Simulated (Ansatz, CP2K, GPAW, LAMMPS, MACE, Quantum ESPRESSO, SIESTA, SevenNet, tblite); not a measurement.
## tblite runs on amorphous 63SiO2-37Rb2O (mol %) (105 atoms)

Aim: run amorphous 63SiO2-37Rb2O (mol %) (105 atoms) in tblite and see how near its forces come to a plane-wave reference, and at what cost.

Program: tblite 0.8.0. Level of theory: the method is named at each step. Results are calculated unless marked as measured.

## (1) The starting structure

The cell holds 105 atoms: 22 Si, 26 Rb and 57 O. Its edges and angles: a = 12.074 Å, b = 12.074 Å, c = 12.074 Å, α = 90.0°, β = 90.0°, γ = 90.0°. 105 atoms (22 Si, 26 K, 57 O) placed at random at 2.46 g/cm³, melted at 5000 K for 10 ps at fixed volume with the Morse and Coulomb pair potential with partial charges (Pedone, Malavasi, Menziani, Cormack and Segre, J. Phys. Chem. B 110, 11780 (2006)). Quenched from 5000 K to 300 K at 1000 K/ps and fixed volume, held 10 ps at zero pressure, then minimised at fixed cell. Then K was replaced by Rb and the cell scaled by 1.013 (the potential has no terms for the new elements, so the cell is a start for a DFT relaxation).

The yardstick, on the same geometry:

```
method                                           : Kohn-Sham DFT, PBE, SSSP efficiency 1.3.0 pseudopotentials, plane waves (Quantum ESPRESSO 7.5); sssp-pbe-1.3.0-efficiency, cutoffs 60/480 Ry, Γ point
r.m.s. force component                           : 0.6304 eV/Å
longest force                                    : 2.243 eV/Å
pressure                                         : 5.021 GPa
gap (highest filled to lowest empty level) : 2.876 eV
time                                             : 12 min on 2 MPI ranks of Arm Neoverse V1, shared host
CPU time                                         : 24 min
```

## (2) GFN1-xTB

Method: GFN1-xTB tight binding, diagonalisation.

Contents of run.py:

```python
import numpy as np
from ase.io import read
from tblite.ase import TBLite

atoms = read("structure.xyz")
atoms.calc = TBLite(method="GFN1-xTB", electronic_temperature=580, accuracy=1.0, max_iterations=250, mixer_damping=0.4, verbosity=1)
energy = atoms.get_potential_energy()
forces = atoms.get_forces()
print(f"energy {energy:.6f} eV")
print("forces (eV/A)")
for i, (a, f) in enumerate(zip(atoms, forces)):
    print(f"{i:4d} {a.symbol:2s} {f[0]:10.5f} {f[1]:10.5f} {f[2]:10.5f}")
stress = -atoms.get_stress(voigt=False) * 160.21766
print("stress (GPa, compression positive)")
for row in stress:
    print(" ".join(f"{x:10.4f}" for x in row))
print("charges (e)")
print(np.array2string(atoms.get_charges(), precision=4, suppress_small=True, max_line_width=110, threshold=100000))
```

Contents of structure.xyz:

```xyz
105
Lattice="12.07362 0.00000 0.00000 0.00000 12.07362 0.00000 0.00000 0.00000 12.07362" Properties=species:S:1:pos:R:3 pbc="T T T"
Si 0.81207 7.24586 9.76671
Si 10.47809 8.84972 3.15508
Si 9.48793 7.04266 5.68088
Si 6.47206 3.83543 11.09252
Si 4.02897 0.63302 8.06928
Si 0.36426 7.68015 6.64653
Si 7.41079 7.64562 8.17251
Si 0.34180 2.38695 5.12368
Si 2.84998 1.38702 3.23754
Si 5.92030 1.54941 4.29712
Si 6.98000 11.22436 11.28425
Si 5.22450 9.90133 8.99630
Si 9.98657 8.37318 9.95180
Si 11.02527 10.34154 7.57414
Si 8.64121 8.96128 0.64618
Si 0.66586 2.46459 10.74564
Si 7.66554 5.87961 0.96215
Si 2.80156 9.45461 10.63903
Si 3.61834 3.07672 9.88648
Si 7.05450 1.51367 1.17923
Si 2.79118 7.16231 4.46821
Si 0.81775 0.80265 7.91522
Rb 7.69911 9.94190 5.35827
Rb 11.55530 5.95326 0.42994
Rb 9.03867 3.07974 6.01653
Rb 3.38737 0.80459 0.10347
Rb 10.71123 2.93944 1.43193
Rb 1.45294 10.71546 4.86712
Rb 11.91449 0.31162 2.18967
Rb 6.03838 3.80657 7.54372
Rb 1.63513 9.13224 2.07292
Rb 9.51691 1.85668 10.79683
Rb 4.55357 4.42414 3.10690
Rb 8.54462 3.72495 3.29151
Rb 4.49187 6.52470 10.63070
Rb 3.46923 3.59528 5.90931
Rb 3.74946 6.43995 7.85341
Rb 0.72333 4.41834 8.13207
Rb 4.35870 10.90127 5.28849
Rb 11.89227 11.05400 10.95331
Rb 11.88129 5.55036 3.78097
Rb 2.34482 4.83186 0.80459
Rb 9.41670 0.03441 4.09090
Rb 7.52742 0.22276 7.60191
Rb 4.73238 10.53532 1.68717
Rb 4.66501 7.49965 1.88493
Rb 9.47224 5.04629 10.19545
Rb 6.44490 5.68257 4.97614
O 1.41672 7.39521 5.46899
O 8.60849 1.28210 1.35478
O 11.70586 3.67811 10.76182
O 5.82794 10.51178 10.36895
O 8.31389 7.59310 6.75688
O 3.33099 3.87877 8.56539
O 11.33085 10.11866 3.55158
O 2.59257 10.99182 10.55222
[... 45 atom lines left out ...]
O 1.56728 1.64298 4.27297
O 0.94343 7.18767 8.10997
O 0.24835 1.53407 6.56177
O 6.47412 6.40892 8.29989
```

On the command line:

```sh
OMP_NUM_THREADS=1 python run.py > output.txt
```

What it wrote:

```text
------------------------------------------------------------
  cycle        total energy    energy error   density error
------------------------------------------------------------
      1     -286.6254103167  -2.9075782E+02   1.0089196E+00
      2      4199.248014211   4.4858734E+03   1.9912830E+00
      3      356.1521896067  -3.8430958E+03   9.4999145E-01
      4      16.61854606301  -3.3953364E+02   6.5798041E-01
      5     -71.83296378701  -8.8451510E+01   4.5630542E-01
      6     -233.3678194766  -1.6153486E+02   2.7825890E-01
      7     -265.1872181257  -3.1819399E+01   2.2473503E-01
      8     -186.0805845001   7.9106634E+01   3.3299166E-01
      9     -326.6157675428  -1.4053518E+02   5.2244602E-02
     10     -326.7406568897  -1.2488935E-01   3.7373814E-02
     11     -304.5733528047   2.2167304E+01   1.2475416E-01
     12     -322.8339599837  -1.8260607E+01   5.7172490E-02
     13     -326.4106122235  -3.5766522E+00   2.4865806E-02
     14     -325.4424022894   9.6820993E-01   3.5008563E-02
     15     -325.2320579191   2.1034437E-01   3.6539901E-02
     16     -327.0652751049  -1.8332172E+00   5.6349867E-03
     17     -327.0577299003   7.5452046E-03   4.8427742E-03
     18     -327.0466213088   1.1108591E-02   4.3089867E-03
     19     -327.0644597166  -1.7838408E-02   2.2864777E-03
     20     -327.0697318768  -5.2721603E-03   1.2652717E-03
     21     -327.0693587284   3.7314839E-04   9.3369046E-04
     22     -327.0694289364  -7.0207973E-05   8.7002828E-04
     23     -327.0705725176  -1.1435811E-03   1.4205709E-04
     24     -327.0705950976  -2.2580087E-05   3.8471120E-05
     25     -327.0705958311  -7.3345245E-07   2.7385229E-05
     26     -327.0705944157   1.4154225E-06   3.6164057E-05
     27     -327.0705960456  -1.6299705E-06   1.7937418E-06
     28     -327.0705960275   1.8178298E-08   4.1781082E-06
------------------------------------------------------------
 total:                                   6.458 sec
energy -8900.044246 eV
forces (eV/A)
   0 Si   -0.20527    0.42438   -0.12112
   1 Si    0.98082   -0.33915    0.44509
   2 Si   -0.18199    0.79524    0.14791
   3 Si   -0.00498    0.31576    0.14436
   4 Si    0.13563    0.15398    0.05494
   5 Si   -0.00660    0.23391    0.31682
   6 Si    0.29364    0.38277   -0.11805
   7 Si    0.09002    0.46192   -0.39552
   8 Si    0.00978   -0.40309    0.10120
   9 Si   -0.07871    0.00499   -0.00002
  10 Si    0.18197    0.80387   -0.59207
  11 Si   -0.47314   -0.87650    0.06932
  12 Si    0.37840   -0.57820   -0.18634
  13 Si   -0.09752   -0.88282   -0.29570
  14 Si   -0.06750   -0.29076   -0.21730
  15 Si   -0.28461    0.08068    0.15558
  16 Si    0.11552   -0.64414    0.12936
  17 Si    0.28523    0.42597    0.20415
  18 Si   -0.27163   -0.20733   -0.82341
  19 Si    0.18850   -0.51232   -0.13665
  20 Si    0.61191    0.39358    0.05930
  21 Si    0.61131    0.47901   -0.20805
  22 Rb   -5.37077  -16.33171    2.09772
  23 Rb   -5.70582   12.07576   -1.96685
[...]
97 O    -0.45346   -1.59627    1.72359
  98 O     1.37535   -0.44903   -2.11019
  99 O     0.41168   -0.60264    1.00891
 100 O    -0.35910   -1.93671   -0.68411
 101 O    -0.17087   -0.33045    0.23153
 102 O     0.49485   -0.55512   -0.62430
 103 O    -0.64331   -0.47071    0.58937
 104 O    -1.05976   -1.90926   -0.05967
stress (GPa, compression positive)
   20.5700    -0.0198     5.7403
   -0.0198    17.8388    -2.5067
    5.7403    -2.5067    30.2451
charges (e)
[ 0.8132  0.7782  0.8028  0.8125  0.8322  0.8377  0.8082  0.7579  0.7676  0.7828  0.8109  0.8396  0.8504
  0.8201  0.8253  0.7836  0.7824  0.7859  0.8236  0.8004  0.7531  0.8275  0.6261  0.6083  0.6145  0.6263
  0.5933  0.6255  0.578   0.608   0.5671  0.5942  0.6191  0.6166  0.6389  0.6384  0.6294  0.6348  0.6052
  0.5998  0.6089  0.5942  0.5884  0.6025  0.6042  0.603   0.6277  0.6051 -0.4772 -0.7068 -0.7227 -0.4513
 -0.5089 -0.6882 -0.7047 -0.6753 -0.6781 -0.7214 -0.4939 -0.4728 -0.7363 -0.4991 -0.4809 -0.5074 -0.501
 -0.721  -0.7101 -0.7148 -0.5051 -0.4957 -0.5007 -0.5106 -0.7197 -0.5167 -0.7414 -0.4913 -0.6691 -0.7304
 -0.4606 -0.7205 -0.5059 -0.7068 -0.4772 -0.4711 -0.4798 -0.4805 -0.4643 -0.4873 -0.6861 -0.7303 -0.4698
 -0.703  -0.522  -0.6904 -0.7171 -0.4742 -0.4513 -0.7093 -0.6876 -0.4805 -0.7233 -0.5175 -0.4897 -0.509
 -0.6857]
```

It took 7.1 s on 1 thread of Arm Neoverse V1, shared host; peak memory 0.13 GiB.

Banners, paths, timers and routine set-up lines are dropped from the logs unmarked, and long logs keep their key lines alone; longer cuts are marked.

Compared with the plane-wave run:

| Quantity | Value |
| --- | --- |
| r.m.s. force component | 4.982 eV/Å |
| r.m.s. difference of force components | 4711 meV/Å |
| longest difference of force vectors | 30090 meV/Å |
| force difference over r.m.s. force | 747.3 % |
| slope of forces against the reference's | 3.802 |
| correlation of force components | 0.4811 |
| pressure | 22.88 GPa |
| pressure difference | 17.86 GPa |

Length of the force difference by element (eV/Å):

```csv
element,atoms,mean,most
O,57,0.68,1.4
Rb,26,14,30
Si,22,1.1,1.9
```

Local excerpt of 12 atoms (numbers count through the whole input) about Si20, picked at random; x, y, z are measured from there.

| atom | x | y | z | distance (Å) | bonds | Mulliken charge (e) | Fx | Fy | Fz (eV/Å) |
| --- | --- | --- | --- | --- | --- | --- | --- | --- | --- |
| Si20 | 0.00 | 0.00 | 0.00 | 0.00 | 4 | 0.80 | 0.19 | -0.51 | -0.14 |
| O50 | 1.55 | -0.23 | 0.18 | 1.58 | 5 | -0.71 | 2.15 | -0.18 | 0.43 |
| O72 | -0.71 | 0.09 | 1.44 | 1.61 | 3 | -0.51 | -0.43 | 0.10 | 0.16 |
| O60 | -0.31 | 1.34 | -0.87 | 1.63 | 3 | -0.47 | -0.46 | 0.32 | 0.32 |
| O69 | -0.67 | -1.23 | -0.93 | 1.68 | 4 | -0.51 | -1.10 | -0.14 | 0.37 |
| Si11 | -0.07 | -2.36 | -1.97 | 3.08 | 4 | 0.81 | 0.18 | 0.80 | -0.59 |
| Si4 | -0.58 | 2.32 | -2.16 | 3.22 | 4 | 0.81 | 0.00 | 0.32 | 0.14 |
| Si10 | -1.13 | 0.04 | 3.12 | 3.32 | 4 | 0.78 | -0.08 | 0.00 | 0.00 |
| Rb34 | 1.49 | 2.21 | 2.11 | 3.40 | 7 | 0.62 | -18.11 | 9.95 | -20.73 |
| Rb32 | 2.46 | 0.34 | -2.46 | 3.49 | 6 | 0.59 | -4.37 | -8.96 | -6.79 |
| O94 | 1.03 | -1.81 | -2.93 | 3.60 | 3 | -0.69 | 1.57 | 0.88 | -1.04 |
| O86 | 0.47 | -3.55 | -0.97 | 3.71 | 3 | -0.48 | -0.42 | -0.38 | 0.96 |

Atoms are counted from 1 here, from 0 in the log.

Forces lie 747 % from the reference's, at 0.0049 times its CPU time (on 1 against 2 cores).

The difference per atom is largest on Rb (14 eV/Å on average, against 1.1 on Si).

## (3) Outcome

```json
{
 "force difference from the reference": "tblite GFN1-xTB, 747 %",
 "its CPU time": "7.1 s"
}
```

**Reading.** Tight binding differs by 747 % (tblite GFN1-xTB); it is another model, with fitted parameters of its own, and the xTB methods hold dispersion. One electronic-structure run takes under half the reference's CPU time: tblite GFN1-xTB, at 747 % in 7.1 s against 24 min, too far off to be of use; its pressure misses by +17.9 GPa. Periodic xTB results under one method name differ between programs and library versions. The reference's pressure holds the uncorrected Pulay stress of its 60 Ry basis, so small pressure differences, and their order, may be the reference's own error. The quench rate of 1000 K/ps is many orders above laboratory rates, so the cell is likely richer in defects and strain than a real sample. The network of bonds at the start is that of the classical potential that made the cell, and needn't be the one that DFT or experiment would give. The reference's stress is far from hydrostatic: its diagonal is 3.4, 6.7, 5.0 GPa, compression counted positive. The reference's pressure of 5.0 GPa belongs to a cell and atoms that aren't relaxed at this level. The electronic-structure runs sample only Γ, in a cell whose shortest periodic width is 12 Å.

[Also dropped from logs without a mark: logging warnings of Python, and SIESTA's first energy breakdown and zero terms.]

[Logs are printed without paths, hosts, clocks, repeated set-up lines and the standing remarks that a program may print on its own settings, such as how far it seeks lower states.]

[Hosts, paths, dates, database ids (printed as entryN), source tags and the programs' standing remarks are cut or masked in the printed files.]
